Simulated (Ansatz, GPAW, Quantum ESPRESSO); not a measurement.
# Al2O3: valence-band photoemission, part 2 of 2

Aim: the valence spectrum of Al2O3 from He I to hard X-rays, and which orbitals make each feature.

Ansatz 0.2.0, Quantum ESPRESSO 7.5 and GPAW 26.7.0; DFT, PBE, plane-wave PAW, default files, scalar-relativistic (the session's first sound run).

So far. Step 2 (Self-consistent run, DOS and bands): At this lattice the functional leaves a pressure of 7.3 GPa, which widens the bands against the functional's own equilibrium.

## Step 3: Quantum ESPRESSO: self-consistent run

This step: DFT, PBE, plane waves, ultrasoft GBRV pseudopotentials, scalar-relativistic (Quantum ESPRESSO 7.5).

The main run's cell is run in Quantum ESPRESSO, with other potentials, to see which digits hang on the program.

Contents of scf.in:

```
&control
  calculation = 'scf'
  prefix = 'pes'
  outdir = './tmp'
  pseudo_dir = './pp'
  tprnfor = .true.
  tstress = .true.
/
&system
  ibrav = 0
  nat = 10
  ntyp = 2
  ecutwfc = 40.0
  ecutrho = 200.0
  occupations = 'smearing'
  nbnd = 48
  smearing = 'fd'
  degauss = 0.00147
/
&electrons
  conv_thr = 1e-08
  mixing_beta = 0.5
  electron_maxstep = 120
/
ATOMIC_SPECIES
Al 26.9815 al_pbe_v1.uspp.F.UPF
O 15.9990 o_pbe_v1.2.uspp.F.UPF
CELL_PARAMETERS angstrom
 2.380250000 1.374237978 4.331866667
 -2.380250000 1.374237978 4.331866667
 0.000000000 -2.748475957 4.331866667
ATOMIC_POSITIONS crystal
Al 0.852160000 0.852160000 0.852160000
Al 0.647840000 0.647840000 0.647840000
Al 0.147840000 0.147840000 0.147840000
Al 0.352160000 0.352160000 0.352160000
O 0.056680000 0.750000000 0.443320000
O 0.750000000 0.443320000 0.056680000
O 0.443320000 0.056680000 0.750000000
O 0.943320000 0.250000000 0.556680000
O 0.250000000 0.556680000 0.943320000
O 0.556680000 0.943320000 0.250000000
K_POINTS automatic
6 6 6 0 0 0
```

Launch:

```
$ OMP_NUM_THREADS=1 mpirun -n 2 pw.x -nk 2 -in scf.in > scf.out
```

The job ended after 31 s (2 MPI ranks of Arm Neoverse V2, shared host; 62 s of CPU time).

This step gave:

| Item | Value |
| --- | --- |
| free energy | -3019.5208 eV |
| Fermi energy | 8.741 eV |
| pressure | 8.624 GPa |
| gap on the k-mesh | 6.222 eV |

At this level the gap is 6.22 eV on the k-mesh of the self-consistent run, which can miss the band edges.

## Step 4: Quantum ESPRESSO: denser mesh

The levels for the density of states are solved on the fixed potential, without another SCF cycle.

nscf.in, as its differences from scf.in of step 3:

```diff
@@ -1,3 +1,3 @@
 &control
-  calculation = 'scf'
+  calculation = 'nscf'
   prefix = 'pes'
@@ -5,4 +5,3 @@
   pseudo_dir = './pp'
-  tprnfor = .true.
-  tstress = .true.
+  verbosity = 'high'
 /
@@ -23,2 +22,3 @@
   electron_maxstep = 120
+  diago_full_acc = .true.
 /
@@ -43,2 +43,2 @@
 K_POINTS automatic
-6 6 6 0 0 0
+10 10 10 0 0 0
```

Launch:

```
$ OMP_NUM_THREADS=1 mpirun -n 2 pw.x -nk 2 -in nscf.in > nscf.out
```

It took 78 s on 2 MPI ranks.

This step gave:

```
Fermi energy : 8.770 eV
```

## Step 5: Projected DOS and spectra

projwfc.x splits the states by atom and shell, which the spectra need, since each shell has its own cross section.

Contents of projwfc.in:

```
&projwfc
  prefix = 'pes'
  outdir = './tmp'
  filpdos = 'pes'
  ngauss = 0
  degauss = 0.00735
  DeltaE = 0.05
  Emin = -19.23
  Emax = 20.77
/
```

Launch:

```
$ OMP_NUM_THREADS=1 mpirun -n 2 projwfc.x -nk 2 -in projwfc.in > projwfc.out
```

Elapsed: 2.9 s, on 2 MPI ranks; 7.1 s of CPU time.

This step gave:

* gap from the DOS mesh: 6.221 eV
* share of occupied states in no projected shell: 0.007 of the occupied states in the window

The DOS has structure finer than the step of the table below, so its rows give means over 1 eV, whole bins alone (the curve runs from -19.5 to 13.1 eV). Peaks (eV: height): total -16.3: 9.79, -2.3: 7.71, -1.3: 11.2, -0.3: 9.4; O 2p -4.0: 4.80, -2.3: 6.72, -1.3: 10.6, -0.3: 9.03; Al 3p -16.9: 1.66, 9.8: 1.75, 10.2: 1.90, 11.5: 2.06; Al 3s -18.0: 0.297, -6.0: 0.814, 10.5: 1.71, 11.5: 1.13; O 2s -16.3: 8.73.

Table of DOS by E, zero at the valence-band maximum; means over each step; values in states/eV/cell:

```
E (eV)   total     O 2p    Al 3p    Al 3s     O 2s
   -19   0.704  0.00505    0.149    0.154    0.395
   -18    2.35   0.0244    0.624    0.241     1.45
   -17    5.72   0.0268     1.20    0.144     4.34
   -16    3.23  0.00648    0.292   0.0538     2.87
   -15       0        0        0        0        0
   -14       0        0        0        0        0
   -13       0        0        0        0        0
   -12       0        0        0        0        0
   -11       0        0        0        0        0
   -10       0        0        0        0        0
    -9       0        0        0        0        0
    -8       0        0        0        0        0
    -7   0.338    0.252   0.0152   0.0672  0.00229
    -6    4.39     3.26    0.379    0.615    0.114
    -5    3.75     2.85    0.518    0.233    0.130
    -4    4.35     3.44    0.612    0.112    0.154
    -3    4.05     3.38    0.413    0.109    0.107
    -2    6.90     6.19    0.455    0.104   0.0760
    -1    8.75     8.31    0.247   0.0433   0.0372
     0    3.47     3.34   0.0553   0.0259  0.00637
     1       0        0        0        0        0
     2       0        0        0        0        0
     3       0        0        0        0        0
     4       0        0        0        0        0
     5       0        0        0        0        0
     6  0.0176   4.4e-4  0.00104  0.00905  0.00700
     7   0.183   0.0154   0.0302   0.0685   0.0680
     8   0.447   0.0621    0.113    0.118    0.148
     9    1.66    0.211    0.574    0.386    0.397
    10    4.72    0.507     1.61     1.34    0.660
    11    4.23    0.432     1.57     1.15    0.351
    12    3.75    0.397     1.46    0.786    0.173
```

## Step 6: Quantum ESPRESSO: bands

The bands are solved at chosen points on the fixed potential.

bands.in, as its differences from nscf.in of step 4:

```diff
@@ -1,3 +1,3 @@
 &control
-  calculation = 'nscf'
+  calculation = 'bands'
   prefix = 'pes'
@@ -42,3 +42,12 @@
 O 0.556680000 0.943320000 0.250000000
-K_POINTS automatic
-10 10 10 0 0 0
+K_POINTS crystal
+87
+ 0.00000000 0.00000000 0.00000000 1
+ 0.04166667 0.04166667 0.04166667 1
+ 0.08333333 0.08333333 0.08333333 1
+ 0.12500000 0.12500000 0.12500000 1
+ 0.16666667 0.16666667 0.16666667 1
+ 0.20833333 0.20833333 0.20833333 1
+ ! [... 79 more points ...]
+ 0.04166667 0.00000000 0.04166667 1
+ 0.00000000 0.00000000 0.00000000 1
```

Launch:

```
$ OMP_NUM_THREADS=1 mpirun -n 2 pw.x -nk 2 -in bands.in > bands.out
```

Run time: 60 s. Hardware: 2 MPI ranks.

Numbers from this step:

```yaml
gap_on_the_path: 6.221 eV
least_direct_gap_on_the_path: 6.221 eV
valence_top_on_path: 2.00e-4 eV
```

Electronic bands along the path, in eV, zero at the valence-band maximum; v1 is the highest filled band, c1 the lowest empty one:

```
     point     v4     v3     v2     v1
         Γ  -0.48  -0.04  -0.04   0.00
   halfway  -0.49  -0.49  -0.11  -0.11
         T  -0.37  -0.37  -0.37  -0.37
   halfway  -0.85  -0.85  -0.53  -0.53
        H2  -0.83  -0.83  -0.50  -0.50
jump to H0  -0.83  -0.83  -0.50  -0.50
   halfway  -0.82  -0.82  -0.31  -0.31
         L  -0.90  -0.90  -0.27  -0.27
   halfway  -0.76  -0.44  -0.15  -0.10
         Γ  -0.48  -0.04  -0.04   0.00
   halfway  -0.84  -0.51  -0.17  -0.07
        S0  -0.87  -0.83  -0.56  -0.28
jump to S2  -0.87  -0.83  -0.56  -0.28
   halfway  -0.95  -0.84  -0.72  -0.26
         F  -1.02  -0.92  -0.72  -0.25
   halfway  -0.95  -0.59  -0.26  -0.16
         Γ  -0.48  -0.04  -0.04   0.00
```

At this level the gap is 6.22 eV on the path.

## Step 7: GPAW, plane waves

This step: DFT, PBE, PAW datasets of GPAW, plane waves, scalar-relativistic (GPAW 26.7.0).

GPAW, with its own PAW datasets and plane waves, is a further check on the main run's cell.

Contents of run.py:

```python
import json
import numpy as np
from ase import Atoms
from ase.parallel import paropen
from gpaw import GPAW, PW, FermiDirac, Mixer, MixerDif, setup_paths

atoms = Atoms(['Al', 'Al', 'Al', 'Al', 'O', 'O', 'O', 'O', 'O', 'O'],
              cell=[[2.38025, 1.374238, 4.331867], [-2.38025, 1.374238, 4.331867], [0.0, -2.748476, 4.331867]],
              scaled_positions=[[0.85216, 0.85216, 0.85216], [0.64784, 0.64784, 0.64784], [0.14784, 0.14784, 0.14784], [0.35216, 0.35216, 0.35216], [0.05668, 0.75, 0.44332], [0.75, 0.44332, 0.05668], [0.44332, 0.05668, 0.75], [0.94332, 0.25, 0.55668], [0.25, 0.55668, 0.94332], [0.55668, 0.94332, 0.25]],
              pbc=(True, True, True))
params = dict(mode=PW(500),
              xc='PBE',
              kpts={'size': (6, 6, 6), 'gamma': True},
              occupations=FermiDirac(0.02),
              nbands=-24,
              maxiter=200,
              txt='gs.txt')
atoms.calc = calc = GPAW(**params)
atoms.get_potential_energy()
ef = calc.get_fermi_level()
nk, ns = len(calc.get_ibz_k_points()), calc.get_number_of_spins()
out = dict(free=atoms.get_potential_energy(force_consistent=True), ef=ef, nel=calc.get_number_of_electrons(), cell=atoms.cell[:], frac=atoms.get_scaled_positions(wrap=False),
           eig=[[calc.get_eigenvalues(k, s) for k in range(nk)] for s in range(ns)], forces=atoms.get_forces(apply_constraint=False))
dense = calc.fixed_density(kpts={'size': (8, 8, 8), 'gamma': True}, txt='dos.txt')
out['eig_dense'] = [[dense.get_eigenvalues(k, s) for k in range(len(dense.get_ibz_k_points()))] for s in range(ns)]
dos = dense.dos(shift_fermi_level=False)
e = ef + np.arange(-28, 12, 0.05)
out['e'], out['dos'] = e - ef, dos.raw_dos(e, width=0.1)
kpts = [[0.0, 0.0, 0.0], [0.041667, 0.041667, 0.041667], [0.083333, 0.083333, 0.083333], [0.125, 0.125, 0.125], ..., [0.0, 0.0, 0.0]]  # list cut here
bands = calc.fixed_density(kpts=kpts, symmetry='off', txt='bands.txt', convergence={'bands': -6})
out['band_e'] = [[bands.get_eigenvalues(k, s) for k in range(len(kpts))] for s in range(ns)]
with paropen('out.json', 'w') as f:
    json.dump(out, f, default=lambda a: a.tolist())
```

Launch:

```
$ OMP_NUM_THREADS=1 mpirun -n 2 gpaw python run.py > run.log
```

It took 6 min on 2 MPI ranks; 12 min of CPU time.

Numbers from this step:

| Property | Result |
| --- | --- |
| free energy | -73.0778 eV |
| Fermi energy | 7.651 eV |
| gap on the path | 6.178 eV |
| least direct gap on the path | 6.184 eV |
| valence top on path | 0.006 eV |
| gap from the DOS mesh | 6.183 eV |

The electronic bands at the labelled points (eV, zero at the valence-band maximum; v1 is the highest filled band, c1 the lowest empty one):

```
     point     v4     v3     v2     v1
         Γ  -0.52  -0.04  -0.04   0.00
   halfway  -0.52  -0.52  -0.12  -0.12
         T  -0.39  -0.39  -0.39  -0.39
   halfway  -0.87  -0.87  -0.55  -0.55
        H2  -0.86  -0.86  -0.52  -0.52
jump to H0  -0.86  -0.86  -0.52  -0.52
   halfway  -0.85  -0.85  -0.33  -0.33
         L  -0.92  -0.92  -0.28  -0.28
   halfway  -0.78  -0.46  -0.16  -0.11
         Γ  -0.52  -0.04  -0.04   0.00
   halfway  -0.85  -0.54  -0.17  -0.10
        S0  -0.89  -0.85  -0.57  -0.30
jump to S2  -0.89  -0.85  -0.57  -0.30
   halfway  -0.97  -0.86  -0.75  -0.28
         F  -1.05  -0.94  -0.75  -0.28
   halfway  -0.98  -0.61  -0.27  -0.18
         Γ  -0.52  -0.04  -0.04   0.00
```

The DOS has structure finer than the step of the table below, so its rows give means over 0.5 eV, whole bins alone (the curve runs from -20.4 to 7.97 eV). Peaks (eV: height): -16.43: 10.4, -6.13: 5.95, -5.03: 5.22, -4.03: 6.41, -2.33: 8.18, -1.33: 11.5, -0.33: 9.44.

DOS against E, zero at the valence-band maximum; means over each step:

```
E (eV)  DOS (states/eV/cell)
 -20.0                     0
 -19.5                0.0452
 -19.0                 0.827
 -18.5                  1.68
 -18.0                  2.65
 -17.5                  2.89
 -17.0                  6.66
 -16.5                  8.81
 -16.0                 0.434
 -15.5                     0
 -15.0                     0
 -14.5                     0
 -14.0                     0
 -13.5                     0
 -13.0                     0
 -12.5                     0
 -12.0                     0
 -11.5                     0
 -11.0                     0
 -10.5                     0
 -10.0                     0
  -9.5                     0
  -9.0                     0
  -8.5                     0
  -8.0                     0
  -7.5                     0
  -7.0                 0.129
  -6.5                  2.00
  -6.0                  5.23
  -5.5                  3.79
  -5.0                  4.29
  -4.5                  3.52
  -4.0                  5.15
  -3.5                  3.47
  -3.0                  3.83
  -2.5                  6.12
  -2.0                  6.53
  -1.5                  9.11
  -1.0                  7.83
  -0.5                  8.71
   0.0                  2.29
   0.5                2.0e-4
   1.0                     0
   1.5                     0
   2.0                     0
   2.5                     0
   3.0                     0
   3.5                     0
   4.0                     0
   4.5                     0
   5.0                     0
   5.5                     0
   6.0               0.00604
   6.5                 0.104
   7.0                 0.169
   7.5                 0.257
```

## Step 8: GPAW with atomic orbitals

This step: DFT, PBE, PAW datasets of GPAW, numerical atomic orbitals (LCAO), scalar-relativistic (GPAW 26.7.0).

An atomic-orbital basis pays off in large cells; this run shows what it costs in accuracy.

run.py: that of step 7 with these lines changed.

```diff
@@ -10,3 +10,3 @@
               pbc=(True, True, True))
-params = dict(mode=PW(500),
+params = dict(mode='lcao',
               xc='PBE',
@@ -16,3 +16,5 @@
               maxiter=200,
-              txt='gs.txt')
+              txt='gs.txt',
+              basis='dzp',
+              h=0.2)
 atoms.calc = calc = GPAW(**params)
@@ -29,3 +31,3 @@
 kpts = [[0.0, 0.0, 0.0], [0.041667, 0.041667, 0.041667], [0.083333, 0.083333, 0.083333], [0.125, 0.125, 0.125], ..., [0.0, 0.0, 0.0]]  # list cut here
-bands = calc.fixed_density(kpts=kpts, symmetry='off', txt='bands.txt', convergence={'bands': -6})
+bands = calc.fixed_density(kpts=kpts, symmetry='off', txt='bands.txt')
 out['band_e'] = [[bands.get_eigenvalues(k, s) for k in range(len(kpts))] for s in range(ns)]
```

Elapsed: 7.6 min, on 2 MPI ranks.

Numbers from this step:

| Item | Value |
| --- | --- |
| free energy | -67.8677 eV |
| Fermi energy | 7.935 eV |
| gap on the path | 6.064 eV |
| least direct gap on the path | 6.064 eV |
| valence top on path | 0 eV |
| gap from the DOS mesh | 6.064 eV |

The electronic bands at the labelled points (eV, zero at the valence-band maximum; v1 is the highest filled band, c1 the lowest empty one):

```
     point     v4     v3     v2     v1
         Γ  -0.51  -0.09  -0.09   0.00
   halfway  -0.53  -0.53  -0.15  -0.15
         T  -0.41  -0.41  -0.41  -0.41
   halfway  -0.89  -0.89  -0.57  -0.57
        H2  -0.87  -0.87  -0.52  -0.52
jump to H0  -0.87  -0.87  -0.52  -0.52
   halfway  -0.85  -0.85  -0.33  -0.33
         L  -0.93  -0.93  -0.28  -0.28
   halfway  -0.78  -0.46  -0.18  -0.11
         Γ  -0.51  -0.09  -0.09   0.00
   halfway  -0.88  -0.53  -0.17  -0.10
        S0  -0.93  -0.85  -0.58  -0.30
jump to S2  -0.93  -0.85  -0.58  -0.30
   halfway  -1.00  -0.87  -0.76  -0.28
         F  -1.06  -0.98  -0.74  -0.27
   halfway  -0.98  -0.60  -0.28  -0.20
         Γ  -0.51  -0.09  -0.09   0.00
```

The DOS has structure finer than the step of the table below, so its rows give means over 0.5 eV, whole bins alone (the curve runs from -20.6 to 7.92 eV). Peaks (eV: height): -16.48: 10.3, -6.28: 5.78, -5.18: 5.48, -4.28: 6.04, -2.38: 8.16, -1.38: 11.0, -0.68: 9.27.

The DOS by E, zero at the valence-band maximum; means over each step:

```
E (eV)  DOS (states/eV/cell)
 -20.0                     0
 -19.5                 0.164
 -19.0                  1.05
 -18.5                  1.93
 -18.0                  2.67
 -17.5                  3.30
 -17.0                  7.45
 -16.5                  7.38
 -16.0                0.0553
 -15.5                     0
 -15.0                     0
 -14.5                     0
 -14.0                     0
 -13.5                     0
 -13.0                     0
 -12.5                     0
 -12.0                     0
 -11.5                     0
 -11.0                     0
 -10.5                     0
 -10.0                     0
  -9.5                     0
  -9.0                     0
  -8.5                     0
  -8.0                     0
  -7.5                2.1e-4
  -7.0                 0.347
  -6.5                  3.13
  -6.0                  5.12
  -5.5                  3.42
  -5.0                  4.20
  -4.5                  3.71
  -4.0                  4.73
  -3.5                  3.56
  -3.0                  3.80
  -2.5                  6.40
  -2.0                  6.27
  -1.5                  8.98
  -1.0                  7.46
  -0.5                  8.69
   0.0                  2.17
   0.5                7.0e-5
   1.0                     0
   1.5                     0
   2.0                     0
   2.5                     0
   3.0                     0
   3.5                     0
   4.0                     0
   4.5                     0
   5.0                     0
   5.5                     0
   6.0                0.0104
   6.5                 0.111
   7.0                 0.230
   7.5                 0.250
```

## Step 9: Cross-check between programs

Same cell, functional and SCF mesh; potentials, basis and cutoffs are each program's own. Levels count from each run's own zero. The LCAO run uses a double-zeta polarised basis, which isn't converged: its levels can miss those of plane waves by tenths of an eV or more, filled ones included.

```
            quantity  Ansatz    QE  GPAW  GPAW LCAO
gap on the path (eV)    6.22  6.22  6.18       6.06
```

## Step 10: What came out

| Property | Result |
| --- | --- |
| least gap on the mesh and the path | 6.22 eV |
| strongest listed peak within 13 eV of the zero, at 1486.7 eV | 5.8 eV binding, led by Al 3s |
| strongest listed peak within 13 eV of the zero, at 21.2 eV | 1.3 eV binding, mostly O 2p |
| PBE (23 s on 2 threads) | gap 6.22 eV, highest Al Kα peak within 13 eV at 5.8 eV (Al 3s) |
| qe | gap 6.22 eV, highest Al Kα peak within 13 eV at 5.8 eV (Al 3s) |

Al2O3 is an insulator or semiconductor at the base level (gap 6.22 eV), and its valence spectrum changes with photon energy as the shells' cross sections do. At 21.2 eV the valence spectrum has its highest listed peaks within 10.8 eV at 0.5 eV (O 2p), 1.3 eV (O 2p), 4.0 eV (O 2p), 4.9 eV (O 2p) and 5.8 eV (O 2p). At 1486.7 eV the valence spectrum has its highest listed peaks within 13 eV at 0.6 eV (O 2p), 1.4 eV (O 2p), 2.2 eV (O 2p), 4.0 eV (mixed, O 2s leading) and 5.8 eV (mixed, Al 3s leading), and the deeper O 2s line at 16.6 eV is higher still. The shell named is the one with most of the intensity, cross sections included, not always the one with most states there. The plane-wave programs agree on the gap on the path to 0.04 eV. At 21.2 eV the area is led by O 2p (100 %), at 5414.7 eV by O 2s (88 %), a shell that the model's window at 21.2 eV leaves out. Kohn–Sham levels aren't quasiparticle energies, so peak positions are approximate. Each run has its own recipe for the spectra (widths, photon energies, in some runs the light), so peak heights and places can differ between runs for that reason too. Semilocal Kohn–Sham gaps are too small as a rule.

Computed beside measured:

| quantity | measured | PBE | PBE ultrasoft GBRV, Quantum ESPRESSO | PBE, GPAW |
| --- | --- | --- | --- | --- |
| band gap (least gap) (eV) | 8.7 | 6.22 (-2.48 eV) | 6.22 (-2.48 eV) | 6.18 (-2.52 eV) |

Cost of the run behind each value, in core time: PBE 46 s, PBE ultrasoft GBRV, Quantum ESPRESSO 2 min, PBE, GPAW 12 min.

Measured values from pmc:5906618 (2018).

Verdict: The band gap is off by -2.48 eV at PBE: a clear miss. Local and semilocal functionals usually give gaps below the measured ones. An optical gap can lie under the band gap by the exciton's binding. Zero-point and thermal motion shift the measured gap. No cell relaxation is part of this session.

[Logs are printed without paths, hosts, clocks, repeated set-up lines and the standing remarks that a program may print on its own settings, such as how far it seeks lower states.]

[Hosts, paths, dates, database ids (printed as entryN), source tags and the programs' standing remarks are cut or masked in the printed files.]

[Maps of the electrostatic potential energy from Ansatz leave out the sawtooth potential of an applied field or a dipole correction, so their vacuum need not be flat; work functions include it.]

[Peak lists hold at most the 14 tallest peaks of each spectrum; further lines can be left out.]
